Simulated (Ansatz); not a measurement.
**What ZrCdS3 (model cell, started as cubic perovskite with Zr in the octahedra) distorts into**

Aim: this structure of ZrCdS3 (model cell, started as cubic perovskite with Zr in the octahedra) is to be tested for unstable modes, and one is followed downhill.

Program: Ansatz 0.2.0. Level of theory: DFT PBEsol, scalar-relativistic, plane waves, PAW; PAW set soft_1. Results are calculated unless marked as measured.

The structure was built from a prototype and need not be the compound's stable phase.

## Step 1: Set-up

Symmetry: Pm-3m, No. 221, cubic system. Conventional cell: a = 4.920 Å, b = 4.920 Å, c = 4.920 Å, α = 90.00°, β = 90.00°, γ = 90.00°. Nearest to Cd lie 12 S at 3.48 Å. Nearest to Zr lie 6 S at 2.46 Å. Nearest to S lie 2 Zr at 2.46 Å. Farther neighbours and most contacts between anions are not listed.

## Step 2: The dispersion

The cell comes from relaxations at this level that are not shown. Stability and thermal properties need the whole zone. Linear response on a 2×2×2 q mesh gives force constants as far as a supercell of that size would.

The input, input.yaml:

```yaml
crystal:
  lattice:
    - [4.9204475525, 0.0, 0.0]
    - [0.0, 4.9204475525, 0.0]
    - [0.0, 0.0, 4.9204475525]
  atoms:
    - { symbol: Cd, position: [0.0, 0.0, 0.0] }
    - { symbol: Zr, position: [0.5, 0.5, 0.5] }
    - { symbol: S, position: [0.5, 0.5, 0.0] }
    - { symbol: S, position: [0.5, 0.0, 0.5] }
    - { symbol: S, position: [0.0, 0.5, 0.5] }
kpoints:
  mp_grid: { grid: [8, 8, 8] }
hamiltonian:
  xc: pbesol
  pseudopotentials: { kind: paw, azcp: { folder: soft_1 }, xc_functional: pbe }
scf:
  occupations: { method: methfessel_paxton, width: 0.2 }
output:
  eigenvalues: true
phonons:
  method: dfpt
  qmesh: [2, 2, 2]
  temperatures: { t_max: 1000, t_step: 50 }
  qpath:
    path:
      - [[0.0, 0.0, 0.0], [0.0, 0.5, 0.0], [0.5, 0.5, 0.0], [0.0, 0.0, 0.0], [0.5, 0.5, 0.5], [0.0, 0.5, 0.0]]
      - [[0.5, 0.5, 0.5], [0.5, 0.5, 0.0]]
    npoints: 10
```

Command:

```console
> ansatz run input.yaml --threads 8 --pin off --max-ram 16384MiB --backend cpu --events-out ev --progress --plain --runs-dir out
```

Numbers of over 12 decimals in the logs are rounded to 6 here.

The program printed:

```text
Engine: ansatz 0.2.0, x86_64-unknown-linux-gnu
Pseudopotentials: kind: paw
Pseudopotential: Cd, paw, valence charge 20, recommended cutoff 420 eV (normal), soft_1/Cd.paw.azcp
Pseudopotential: Zr, paw, valence charge 12, recommended cutoff 420 eV (normal), soft_1/Zr.paw.azcp
Pseudopotential: S, paw, valence charge 6, recommended cutoff 420 eV (normal), soft_1/S.paw.azcp
Functional definition: PBEsol
  exchange = pbesol_x
  correlation = pbesol_c
Crystal: 5 atoms, lattice volume = 119.128 Å³
Basis set: ecut = 420 eV, 2325 PW (Γ), exchange–correlation on 72×72×72 points (8 copies of the dense FFT grid, shifted against one another)
Bands: 30, of which v1, the nominal top of the filled ones, is band 25 counted from 1 (24 counted from 0)
Symmetry: 48 space group operations
k-points: 35 of 512
Non-local potential: Cd, projectors of the file, l = 0: 3, l = 1: 2, l = 2: 2, l = 3: 1
Non-local potential: Zr, projectors of the file, l = 0: 3, l = 1: 2, l = 2: 2, l = 3: 1
Non-local potential: S, projectors of the file, l = 0: 2, l = 1: 2, l = 2: 1
PAW form: soft (Blöchl's): semilocal exchange-correlation on the pseudo side does not see the compensation charge
PAW frozen core: Cd, regenerated for the run's functional, and the local potential with it (the file was generated under x = pbe(κ = 0.804, μ = 0.219515), c = pbe(β = 0.066725))
PAW frozen core: Zr, regenerated for the run's functional, and the local potential with it (the file was generated under x = pbe(κ = 0.804, μ = 0.219515), c = pbe(β = 0.066725))
PAW frozen core: S, regenerated for the run's functional, and the local potential with it (the file was generated under x = pbe(κ = 0.804, μ = 0.219515), c = pbe(β = 0.066725))
PAW one-centre angular grid: Cd, 590 points (default); XC on 64 Gauss nodes
PAW one-centre angular grid: Zr, 590 points (default); XC on 64 Gauss nodes
PAW one-centre angular grid: S, 110 points (default); XC on 64 Gauss nodes
Initial density: superposition of atomic densities (chi_scale 0.1, normalization cell, long waves kept (reshape's long-wave potential 0.00 eV rms))
Initial wavefunctions: pseudopotential atomic-orbital guess
Functional: x = pbesol(κ = 0.804, μ = 0.123457), c = pbesol(β = 0.046)
SCF iter   1: F=—  HF=-14971.455202 eV  |F-HF|=—  |Δ(HF+E_count)|=         —  Δρ=3.98e-2  dr2=4.29e0  ethr=3.10e-3  ⟨swp⟩=6.0  Hψ=4609  notcnv=0
preconditioner: auto → Kerker (q_TF=auto, 2.361 Å⁻¹)  [metal: Δε(μ)=0.001 eV  Ē_g=7.791 eV  σ=0.200 eV  W_gap=0.00  n_scr=26 (ndim 8)  ℏωp=19.8 eV  f_vac=0.000  D(μ)=3.09/eV (n_scr^D=18)]
SCF iter   2: F=—  HF=-14970.829647 eV  |F-HF|=—  |Δ(HF+E_count)|=   6.26e-1  S|Δr|=    0.00e0  Δρ=2.28e-2  dr2=1.77e0  ethr=3.10e-3  ⟨swp⟩=2.0  Hψ=1432  notcnv=0
SCF iter   3: F=—  HF=-14970.410655 eV  |F-HF|=—  |Δ(HF+E_count)|=   4.19e-1  S|Δr|=    0.00e0  Δρ=6.24e-3  dr2=1.64e-1  ethr=3.10e-3  ⟨swp⟩=2.7  Hψ=1705  notcnv=0
SCF iter   4: F=—  HF=-14970.369131 eV  |F-HF|=—  |Δ(HF+E_count)|=   4.15e-2  S|Δr|=    0.00e0  Δρ=2.57e-3  dr2=1.74e-2  ethr=3.28e-4  ⟨swp⟩=2.5  Hψ=2055  notcnv=0
SCF iter   5: F=—  HF=-14970.366077 eV  |F-HF|=—  |Δ(HF+E_count)|=   3.05e-3  S|Δr|=    0.00e0  Δρ=8.83e-4  dr2=8.66e-4  ethr=3.49e-5  ⟨swp⟩=2.0  Hψ=1506  notcnv=0
SCF iter   6: F=—  HF=-14970.366050 eV  |F-HF|=—  |Δ(HF+E_count)|=   2.70e-5  S|Δr|=    0.00e0  Δρ=2.00e-4  dr2=6.83e-5  ethr=1.73e-6  ⟨swp⟩=2.1  Hψ=1981  notcnv=0  defer=1
SCF iter   7: F=—  HF=-14970.366091 eV  |F-HF|=—  |Δ(HF+E_count)|=   4.11e-5  S|Δr|=    0.00e0  Δρ=5.59e-5  dr2=7.90e-6  ethr=1.37e-7  ⟨swp⟩=2.1  Hψ=1311  notcnv=0  defer=1
SCF iter   8: F=—  HF=-14970.366077 eV  |F-HF|=—  |Δ(HF+E_count)|=   1.33e-5  S|Δr|=    0.00e0  Δρ=1.17e-5  dr2=2.74e-7  ethr=1.58e-8  ⟨swp⟩=2.1  Hψ=1567  notcnv=0  defer=1
SCF iter   9: F=—  HF=-14970.366091 eV  |F-HF|=—  |Δ(HF+E_count)|=   1.34e-5  S|Δr|=    0.00e0  Δρ=3.44e-6  dr2=3.00e-8  ethr=5.49e-10  ⟨swp⟩=2.1  Hψ=1465  notcnv=0  defer=1
SCF iter  10: F=—  HF=-14970.366091 eV  |F-HF|=—  |Δ(HF+E_count)|=  7.28e-10  S|Δr|=    0.00e0  Δρ=5.30e-7  dr2=3.66e-10  ethr=6.00e-11  ⟨swp⟩=2.3  Hψ=1637  notcnv=0  defer=1
SCF iter  11: F=-14970.366091 eV  HF=-14970.366091 eV  |F-HF|=1.46e-11  |Δ(HF+E_count)|=  2.46e-10  S|Δr|=    0.00e0  Δρ=9.46e-8  dr2=7.45e-12  ethr=1.00e-12  ⟨swp⟩=6.7  Hψ=6217  notcnv=0
SCF 1 converged in 11 iterations: F = -14970.366091 eV  dr2 = 7.45e-12
  greatest PAW one-centre occupation: 1.000 electrons in one spin orbital (limit 2), on the Cd atom at site 0 (counted from 0), in its partial waves of l = 0
Initial density: read from a saved state, or passed on in memory by an earlier SCF of this step, an earlier step, the calling program or the single point that the run made first
iter 1 solved again at ethr=1.25e-6 eV; its pass at ethr=3.10e-3 eV (dr2=6.26e-4 eV) is discarded
SCF iter   1: F=—  HF=-14970.366089 eV  |F-HF|=—  |Δ(HF+E_count)|=         —  Δρ=2.04e-6  dr2=2.20e-9  ethr=1.25e-6  ⟨swp⟩=3.3  Hψ=7267  notcnv=0
eigensolver tolerance schedule: the retry pair's looser diagonalisation over-reported the residual by 285096.25 of it (diagonalisation noise at an unbounded share of the residual, at the tolerance the schedule requests for it); recorded, not acted on — ethr = c·dr2/N_el stays at c = 1.0e-1
preconditioner: auto → Kerker (q_TF=auto, 2.361 Å⁻¹)  [metal: Δε(μ)=0.036 eV  Ē_g=8.244 eV  σ=0.200 eV  W_gap=0.15  n_scr=26 (ndim 8)  ℏωp=19.8 eV  f_vac=0.003  D(μ)=3.61/eV (n_scr^D=26)]
SCF iter   2: F=—  HF=-14970.366091 eV  |F-HF|=—  |Δ(HF+E_count)|=   1.36e-6  S|Δr|=    0.00e0  Δρ=9.80e-7  dr2=5.56e-10  ethr=4.39e-12  ⟨swp⟩=5.1  Hψ=3562  notcnv=0
SCF iter   3: F=—  HF=-14970.366091 eV  |F-HF|=—  |Δ(HF+E_count)|=  6.00e-11  S|Δr|=    0.00e0  Δρ=6.64e-7  dr2=2.28e-10  ethr=1.11e-12  ⟨swp⟩=1.5  Hψ=1078  notcnv=0
SCF iter   4: F=—  HF=-14970.366091 eV  |F-HF|=—  |Δ(HF+E_count)|=  1.64e-11  S|Δr|=    0.00e0  Δρ=4.18e-7  dr2=9.06e-11  ethr=1.00e-12  ⟨swp⟩=1.0  Hψ=1050  notcnv=0
SCF iter   5: F=—  HF=-14970.366091 eV  |F-HF|=—  |Δ(HF+E_count)|=  1.82e-12  S|Δr|=    0.00e0  Δρ=2.67e-7  dr2=3.94e-11  ethr=1.00e-12  ⟨swp⟩=1.0  Hψ=1050  notcnv=0
SCF iter   6: F=—  HF=-14970.366091 eV  |F-HF|=—  |Δ(HF+E_count)|=  1.82e-12  S|Δr|=    0.00e0  Δρ=1.96e-7  dr2=2.12e-11  ethr=1.00e-12  ⟨swp⟩=1.0  Hψ=1050  notcnv=0
SCF iter   7: F=-14970.366091 eV  HF=-14970.366091 eV  |F-HF|=3.64e-12  |Δ(HF+E_count)|=    0.00e0  S|Δr|=    0.00e0  Δρ=1.28e-7  dr2=9.03e-12  ethr=1.00e-12  ⟨swp⟩=1.7  Hψ=2349  notcnv=0
SCF 2 converged in 7 iterations: F = -14970.366091 eV  dr2 = 9.03e-12
phonons: the bands overlap, so this run is a metal and interpolates without the dipole-dipole term. If the crystal is really an insulator or semiconductor, its LO-TO splitting is missing
NSCF: frozen V_eff on 35 k-points
WARN: eigensolver did not converge (k=33): 1 band(s) unlocked after 2 eigensolves, warm-restarted (20 sweeps on the last) at ethr=1.77e-12 eV (storage-precision floor; scheduled 1.00e-12 eV) (lowest unlocked band 29, counted from 0; max residual 3.07e-2 eV among the unlocked bands, 3.07e-2 eV over every band; other slots of this pass that fall short are told together in one closing line; warning suppressed until the next SCF loop or pass starts)
NSCF: frozen V_eff on 125 k-points
DFPT response loops at q = (0, 0, 0) (fractional): preconditioner auto → Kerker (q_TF=auto, 2.361 Å⁻¹) (partly filled bands, converged f_vac=0.003); β = 1.00, the filter's whole step (`scf.mixing.beta` (0.50) is not read by the response loops under this deck's `scf.mixing.preconditioner`; to damp them name `kerker` or `kerker_dos`, under which they read `scf.mixing.beta`, and type it under 1.00, their step now; both keys bind the ground state too); Broyden in place of MSR1
NSCF: frozen V_eff on 250 k-points
DFPT response loops at q = (0, 0, -0.5) (fractional): mixed as the last ones told, above
NSCF: frozen V_eff on 250 k-points
DFPT response loops at q = (0, -0.5, -0.5) (fractional): mixed as the last ones told, above
NSCF: frozen V_eff on 250 k-points
DFPT response loops at q = (-0.5, -0.5, -0.5) (fractional): mixed as the last ones told, above
SCF converged after 11 iterations
Stability not checked: this state was not tested for a lower state beside it, because cold or Methfessel-Paxton smearing, or corrected tetrahedra, fill the levels in a way that the test cannot read (fill_not_monotonic; see scf.lower_state_search)
Free energy (F): -14970.366091 eV
Harris-Foulkes:  -14970.366091 eV  (|F-HF|=1.46e-11)
Internal energy: -14970.356736 eV  (E = F + TS)
E sigma→0 (E₀):  -14970.363752 eV
Entropy (-TS):   -0.009355 eV (-1.871 meV/atom)
Fermi energy:    7.115321 eV
--- Per-component energies (eV) ---
  E_band       = -680.112942
  E_kinetic    = 1072.169273
  E_local      = -5109.758526  (includes V_loc(G=0)·N_el)
  E_nonlocal   = 303.449030
  E_hartree    = 2180.594824
  E_xc         = -570.622035
  E_vxc        = -622.245119  (∫ρ·V_xc dr)
  E_paw        = -8718.291828  (= ΣΔE_a)
  E_vpaw       = -684.917494  (= ΣTr[D̂ρ^β])
  E_aug_tail   = 0.000266  (compensation charges beyond the density's cutoff)
  E_ewald      = -4128.591268
  E_core_change = 0.693530  (= ΣΔE_core)
  E_smearing   = -0.009355  (= −TS)
  E_closure    = -0.000000  (closes the sum)
  Σ components = -14970.366091   (vs F -14970.366091, Δ=0.00e0)
--- Band table (eV; the first three rows and the last of 35) ---
  k-point 0: bands = [... 21 lower, 6.1008, 6.1008, 6.7086, 6.7086, 6.7086, 7.8622, 7.8622, 7.8622, ... 1 higher]
  k-point 1: bands = [... 21 lower, 5.8765, 6.0477, 6.6030, 6.6030, 6.6730, 7.8692, 8.3346, 8.3346, ... 1 higher]
  k-point 2: bands = [... 21 lower, 5.3966, 5.9262, 6.5796, 6.5796, 7.2472, 7.8863, 9.2105, 9.2105, ... 1 higher]
  k-point 34: bands = [... 21 lower, 3.2528, 5.6842, 7.3617, 7.3617, 7.3617, 10.7764, 10.7764, 10.7764, ... 1 higher]
--- Phonons (Γ-DFPT): 4 representative perturbations + reference (Σ response iterations 12) ---
  ASR residual: 5.530e-5 → 0.000e0 eV/Å²; symmetrization residual: 1.810e-5 eV/Å²
  ASR residual per site (eV/Å²): 4.00e-5 3.02e-5 5.53e-5 5.53e-5 5.53e-5
  Γ frequencies (cm⁻¹): -135.65 -135.65 -135.65 -118.82 -118.82 -118.82 -57.26 -57.26 -57.26 0.00 0.00 0.00 356.74 356.74 356.74
--- Phonons (arbitrary-q DFPT): 4 irreducible q on the 2×2×2 mesh ---
  q = [0.0000, 0.0000, 0.0000] (star 1, of the zone-centre solve; hermiticity 2.93e-6, symmetrization 2.03e-12): -135.65 -135.65 -135.65 -118.82 -118.82 -118.82 -57.26 -57.26 -57.26 -0.00 0.00 0.00 356.74 356.74 356.74
  q = [0.0000, 0.0000, -0.5000] (star 3, 9 solved perturbations in 975 linear systems a pass and spin channel, the states on 125 of 512 k-point pairs; hermiticity 8.91e-7, symmetrization 2.20e-12): -129.29 -118.02 -118.02 -71.32 -71.32 -53.69 -50.76 -50.76 -31.80 51.06 51.06 199.92 361.37 361.37 414.85
  q = [0.0000, -0.5000, -0.5000] (star 3, 9 solved perturbations in 975 linear systems a pass and spin channel, the states on 125 of 512 k-point pairs; hermiticity 1.11e-6, symmetrization 1.89e-13): -183.56 -97.42 -97.42 -64.52 -60.91 -3.61 -3.61 58.77 58.77 124.78 193.99 193.99 364.18 367.39 446.30
  q = [-0.5000, -0.5000, -0.5000] (star 1, 4 solved perturbations in 350 linear systems a pass and spin channel, the states on 125 of 512 k-point pairs; hermiticity 5.56e-8, symmetrization 2.59e-13): -180.15 -180.15 -180.15 -64.90 -64.90 -64.90 149.35 149.35 149.35 185.17 185.17 185.17 361.88 361.88 466.85
  sum rule: each row above includes the acoustic sum rule's correction from the zone centre's row sums; it moved no ω² by more than (0.68 cm⁻¹)²
  mesh force constants: q→R imaginary residual 2.89e-18; ASR residual 5.530e-5 → 0.000e0 eV/Å²; symmetrization residual 1.776e-14 eV/Å²
  interpolated dispersion: 62 rows × 15 modes
  density of states and harmonic sums: on the 14×14×14 q-mesh, interpolated from the force constants of a 2×2×2 supercell (no non-analytic term)
  largest difference from the sums on the solved wave vectors: F 2.18e-1 eV, S 3.16e-4 and C_V 9.86e-5 eV/K
  zero-point energy: 0.105719 eV/cell   skipped modes (ω ≤ 0): 875, of them read as no rigid motion or as one in doubt: 872 (7.105e0 modes/cell left out, lowest -183.56 cm⁻¹)   left out of the sums: 4.74e-1 of the cell's modes: C_V's classical limit lies that fraction below 3 k_B per atom; for a crystal, a wire or a layer, F and S can be off by more, and a phonons.interpolated_qmesh denser along its periods is the remedy for the sampling
```

It took 1.7 min on 8 threads of AMD EPYC 7B13 (Zen 3), shared host; peak memory 1.5 GiB.

This step gave:

```yaml
volume_per_atom: 23.83 Å³
gap_on_the_k_mesh: 0 eV
sum_rule_residual_before_enforcement: 5.53e-5 eV/Å²
lowest_frequency_on_the_path: -183.6 cm⁻¹
point_group: m-3m
highest_frequency_on_the_path_or_at_a_solved_wavevector: 466.9 cm⁻¹
highest_optical_mode_at_the_zone_centre_no_lo_to_term: 356.7 cm⁻¹
lowest_optical_zone_centre_mode: -135.7 cm⁻¹
lowest_mode_on_the_q_mesh_acoustic_modes_at_gamma_apart: -183.6 cm⁻¹
```

Frequencies (cm⁻¹) solved at each irreducible wavevector; negative means imaginary. Frequencies by wavevector, by row:

```tsv
q in reciprocal lattice units	star	mode 1	mode 2	mode 3	mode 4	mode 13	mode 14	mode 15
0 0 0	1	-135.7	-135.7	-135.7	-118.8	356.7	356.7	356.7
0 0 -0.5	3	-129.3	-118	-118	-71.3	361.4	361.4	414.9
0 -0.5 -0.5	3	-183.6	-97.4	-97.4	-64.5	364.2	367.4	446.3
-0.5 -0.5 -0.5	1	-180.2	-180.2	-180.2	-64.9	361.9	361.9	466.9
```

Interpolated from a 2×2×2 q mesh. Phonon branches along the path, in cm⁻¹:

```tsv
point	branch 1	branch 2	branch 3	branch 4	branch 12	branch 13	branch 14	branch 15
Γ	-136	-136	-136	-119	0	357	357	357
halfway	-132	-124	-124	-96	138	359	359	385
X	-129	-118	-118	-71	200	361	361	415
halfway	-158	-103	-98	-77	197	364	365	428
M	-184	-97	-97	-64	194	364	367	446
halfway	-147	-107	-106	-88	138	362	364	404
Γ	-136	-136	-136	-119	0	357	357	357
halfway	-149	-134	-134	-72	138	365	365	420
R	-180	-180	-180	-65	185	362	362	467
halfway	-160	-146	-136	-70	194	365	366	440
X	-129	-118	-118	-71	200	361	361	415
jump to R	-180	-180	-180	-65	185	362	362	467
halfway	-182	-150	-150	-66	190	363	366	455
M	-184	-97	-97	-64	194	364	367	446
```

Symmetry leaves 4 wavevectors to solve. The lowest mode among them, the acoustic zeros apart, lies at q = (0, -0.5, -0.5) and is imaginary, 183.6i cm⁻¹, so the energy falls along it.

## Step 3: The mode frozen in, largest atomic shift 0 Å

The mode followed lies at q = (-0.5, -0.5, -0.5) with frequency 180.2i cm⁻¹ and is 3-fold degenerate, one of the unstable modes though not the softest. At small amplitude the distorted cell has space group no. 167 by a symmetry search on the positions. The undistorted cell that holds it gives the zero of energy on the same k mesh.

System of this step: ZrCdS3 (model cell, started as cubic perovskite with Zr in the octahedra). The structure is cubic, space group Pm-3m (No. 221). The conventional cell has a = 4.920 Å, b = 4.920 Å, c = 4.920 Å, α = 90.00°, β = 90.00°, γ = 90.00°. Nearest to Cd lie 12 S at 3.48 Å. Nearest to Zr lie 6 S at 2.46 Å. S has 2 Zr at 2.46 Å nearest. Farther neighbours and most contacts between anions are not listed.

input.yaml, the sections that differ from step 2:

```yaml
crystal:
  lattice:
    - [4.9204475525, 4.9204475525, 0.0]
    - [4.9204475525, 0.0, 4.9204475525]
    - [4.9204475525, 0.0, -4.9204475525]
  atoms:
    - { symbol: Cd, position: [0.0, 0.5, 0.5] }
    - { symbol: Cd, position: [0.0, 0.0, 0.0] }
    - { symbol: Zr, position: [0.5, 0.25, 0.75] }
    - { symbol: Zr, position: [0.5, 0.75, 0.25] }
    - { symbol: S, position: [0.5, 0.0, 1.0] }
    - { symbol: S, position: [0.5, 0.5, 0.5] }
    - { symbol: S, position: [0.0, 0.0, 0.5] }
    - { symbol: S, position: [0.0, 0.5, 0.0] }
    - { symbol: S, position: [0.5, 0.0, 0.5] }
    - { symbol: S, position: [0.5, 0.5, 0.0] }
output:
  forces: true
  stress: true
  eigenvalues: true
# kpoints, hamiltonian, scf: as in step 2
# phonons: removed
```

The program printed:

```text
[...]
Crystal: 10 atoms, lattice volume = 238.256 Å³
Basis set: ecut = 420 eV, 4645 PW (Γ), exchange–correlation on 96×96×96 points (8 copies of the dense FFT grid, shifted against one another)
Bands: 60, of which v1, the nominal top of the filled ones, is band 50 counted from 1 (49 counted from 0)
Symmetry: 96 space group operations
[...]
k-points: 29 of 512
[...]
k-point 0: bands = [... 46 lower, 6.7075, 6.7075, 6.7075, 7.3602, 7.3602, 7.3602, 7.8624, 7.8624, ... 6 higher]
  k-point 1: bands = [... 46 lower, 6.5535, 6.5535, 6.6311, 7.2646, 7.2646, 7.2985, 8.1180, 8.1180, ... 6 higher]
  k-point 2: bands = [... 46 lower, 6.3405, 6.3405, 6.7886, 7.0147, 7.0147, 7.1313, 8.6256, 8.6256, ... 6 higher]
  k-point 28: bands = [... 46 lower, 5.8026, 5.8026, 6.6464, 6.6464, 7.8649, 7.8649, 9.2554, 9.2554, ... 6 higher]
[key lines of the parts left out:]
SCF converged after 9 iterations
Free energy (F): -29940.732414 eV
Fermi energy:    7.085935 eV
P = ⅓ Tr σ = -0.0186 GPa (-0.186 kbar)
```

Elapsed: 2.9 s, on 8 threads; peak memory 1.1 GiB.

This step gave:

```
pressure                         : -0.01864 GPa
energy from the undistorted cell : 0 meV/atom
```

The run ends at a pressure of -0.02 GPa.

## Step 4: The mode frozen in, largest atomic shift 0.6 Å

The atoms are moved along the unstable eigenvector, the largest shift by 0.6 Å, with the cell fixed.

input.yaml, the sections that differ from step 3:

```yaml
crystal:
  lattice:
    - [4.9204475525, 4.9204475525, 0.0]
    - [4.9204475525, 0.0, 4.9204475525]
    - [4.9204475525, 0.0, -4.9204475525]
  atoms:
    - { symbol: Cd, position: [0.0, 0.5, 0.5] }
    - { symbol: Cd, position: [0.0, 0.0, 0.0] }
    - { symbol: Zr, position: [0.5, 0.25, 0.75] }
    - { symbol: Zr, position: [0.5, 0.75, 0.25] }
    - { symbol: S, position: [0.5862246908, 0.0, 1.0] }
    - { symbol: S, position: [0.4137753092, 0.5, 0.5] }
    - { symbol: S, position: [0.0, 0.0862246908, 0.5] }
    - { symbol: S, position: [0.0, 0.4137753092, 0.0] }
    - { symbol: S, position: [0.5862246908, -0.0862246908, 0.5] }
    - { symbol: S, position: [0.4137753092, 0.5862246908, 0.0] }
# kpoints, hamiltonian, scf, output: as in step 3
```

The program printed:

```text
[...]
Crystal: 10 atoms, lattice volume = 238.256 Å³
Basis set: ecut = 420 eV, 4645 PW (Γ), exchange–correlation on 96×96×96 points (8 copies of the dense FFT grid, shifted against one another)
Bands: 60, of which v1, the nominal top of the filled ones, is band 50 counted from 1 (49 counted from 0)
Symmetry: 12 space group operations
[...]
k-points: 65 of 512
[...]
k-point 0: bands = [... 46 lower, 6.5485, 6.8183, 6.8183, 6.9154, 7.6680, 8.0708, 8.0708, 8.1876, ... 6 higher]
  k-point 1: bands = [... 46 lower, 6.4080, 6.6311, 6.8405, 6.8405, 7.7023, 8.2410, 8.2826, 8.2826, ... 6 higher]
  k-point 2: bands = [... 46 lower, 6.2569, 6.2569, 6.7689, 6.7689, 7.8001, 8.3722, 8.7116, 8.7116, ... 6 higher]
  k-point 64: bands = [... 46 lower, 5.7408, 6.1129, 6.5115, 6.5382, 7.9643, 8.3144, 8.5100, 9.5348, ... 6 higher]
[key lines of the parts left out:]
SCF converged after 8 iterations
Free energy (F): -29943.713731 eV
Fermi energy:    7.214189 eV
P = ⅓ Tr σ = -5.0520 GPa (-50.520 kbar)
```

It took 5.6 s on 8 threads; peak memory 1.3 GiB.

Numbers from this step:

```yaml
pressure: -5.052 GPa
gap_on_the_k_mesh: 0.6141 eV
energy_from_the_undistorted_cell: -298.1 meV/atom
```

The energy, extrapolated to zero smearing, is -298.14 meV/atom against the undistorted cell.

The run ends at a pressure of -5.05 GPa, with forces up to 1.1 eV/Å.

(Part 1 of 3 ends here.)

[Logs are printed without paths, hosts, clocks, repeated set-up lines and the standing remarks that a program may print on its own settings, such as how far it seeks lower states.]

[Hosts, paths, dates, database ids (printed as entryN), source tags and the programs' standing remarks are cut or masked in the printed files.]
